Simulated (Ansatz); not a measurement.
# Reading EPR parameters

A crystal has the composition K3MF6, where M is a 4d element. A calculation (PBE+U, spin-orbit coupling in second variation, Ansatz) gives:

- S: 3/2
- g: 1.9575 (isotropic)
- moment in its sphere: 1.69 μB

**Question.** Which ion is it, and why?

The crystal is K3MoF6, space group Fm-3m. The spin sits on Mo, with 6 F at 2.05 Å round it. With the usual charges of the other elements M must be +3. Ions of this row are low-spin as a rule, so S = 3/2 at that charge points to d3: Mo³⁺ d³. The shift is negative: in a shell less than half full the orbital moment opposes the spin.

[Hosts, paths, dates, database ids (printed as entryN), source tags and the programs' standing remarks are cut or masked in the printed files.]
